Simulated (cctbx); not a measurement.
# Diagnosing a refinement

Cell a = 4.2780 Å, b = 4.2780 Å, c = 21.8490 Å, α = 90.00°, β = 90.00°, γ = 120.00°; space group P6_3/mmc (no. 194).

Simulated single-crystal data (cctbx): Mo Kα, λ = 0.71073 Å, to d = 0.77 Å, 70 % of the full sphere, strongest reflection 20000 counts, noise from counting, a 1.5 % proportional error and a noise floor of 2 counts (s.d.); no absorption.

An anisotropic refinement with weights 1/σ² prints:

```text
Rint 0.024, 194 unique reflections to 0.77 A
cycle     R1     wR2    GooF  max shift (A)
   1  0.1518  0.3081  23.704   0.00343
   2  0.0619  0.1397  10.746   0.00007
final R1 0.0619 wR2 0.1397 GooF 10.746  parameters 13  data/parameter 14.9
atom        x        y        z      Ueq    occ   su(xyz)  su(Uiso or U11)
Au1    0.00000  0.00000  0.18644   0.0051  1.000  0.00010  0.0007
Pd1    0.33333  0.66667  0.25000  -0.0143  1.000  0.00000  0.0010  NPD
Gd1    0.33333  0.66667  0.07773   0.0066  1.000  0.00013  0.0009
V1     0.00000  0.00000  0.50000   0.0073  1.000  0.00000  0.0036
V2     0.33333  0.66667  0.65451   0.0049  1.000  0.00045  0.0024
difference map: max 17.55 min -3.75 rms 1.26
Q1    0.3333  0.6667  0.2500    2   17.83  0.00 A from Pd1
Q2    0.3333  0.6667  0.1840    4    3.94  1.44 A from Pd1
Q3    0.3333  0.6667  0.0862    4    2.25  0.19 A from Gd1
Q4    0.3333  0.6667  0.1520    4    2.17  1.62 A from Gd1
Q5    0.0091  0.3454  0.2337   24    1.98  1.43 A from Pd1
Q6    0.0000  0.0000  0.1520    4    1.87  0.75 A from Au1
```

Q: Accept it or mend it, and why?

Mend it. The fault: wrong element: Pd1 is Gd. Against the right model at the same level, R1 goes from 0.0066 to 0.0619 and GooF from 1.01 to 10.75, U of Pd1 shrinks from 0.0038 to -0.0143 Å², the top difference peak, 17.8 e/Å³, lies on Pd1 and Pd1 goes non-positive-definite. Pd1 has 18 electrons too few and its U shrinks to make up, as expected.

The compound is Gd3V3Au2. The right model at the same level gives:

```text
Rint 0.024, 194 unique reflections to 0.77 A
cycle     R1     wR2    GooF  max shift (A)
   1  0.0067  0.0132   1.017   0.00008
   2  0.0066  0.0132   1.012   0.00000
final R1 0.0066 wR2 0.0132 GooF 1.012  parameters 13  data/parameter 14.9
atom        x        y        z      Ueq    occ   su(xyz)  su(Uiso or U11)
Au1    0.00000  0.00000  0.18650   0.0036  1.000  0.00001  0.0001
Gd1    0.33333  0.66667  0.25000   0.0038  1.000  0.00000  0.0001
Gd2    0.33333  0.66667  0.07789   0.0044  1.000  0.00001  0.0001
V1     0.00000  0.00000  0.50000   0.0060  1.000  0.00000  0.0004
V2     0.33333  0.66667  0.65439   0.0056  1.000  0.00004  0.0002
difference map: max 0.50 min -0.91 rms 0.13
Q1    0.0438  0.3693  0.6165   24    0.51  1.50 A from V2
Q2    0.2455  0.4910  0.6702   12    0.38  0.74 A from V2
Q3    0.1251  0.2501  0.7500    6    0.37  1.67 A from Au1
Q4    0.0074  0.5037  0.0588   12    0.36  1.28 A from Gd2
Q5    0.1519  0.5759  0.6031   12    0.36  1.31 A from V2
Q6    0.3333  0.6667  0.6251    4    0.36  0.64 A from V2
```

This is a model crystal, built by substitution and not relaxed, with assumed displacement parameters.

[Middle refinement cycles are left out of these outputs.]

[Logs are printed without paths, hosts, clocks, repeated set-up lines and the standing remarks that a program may print on its own settings, such as how far it seeks lower states.]
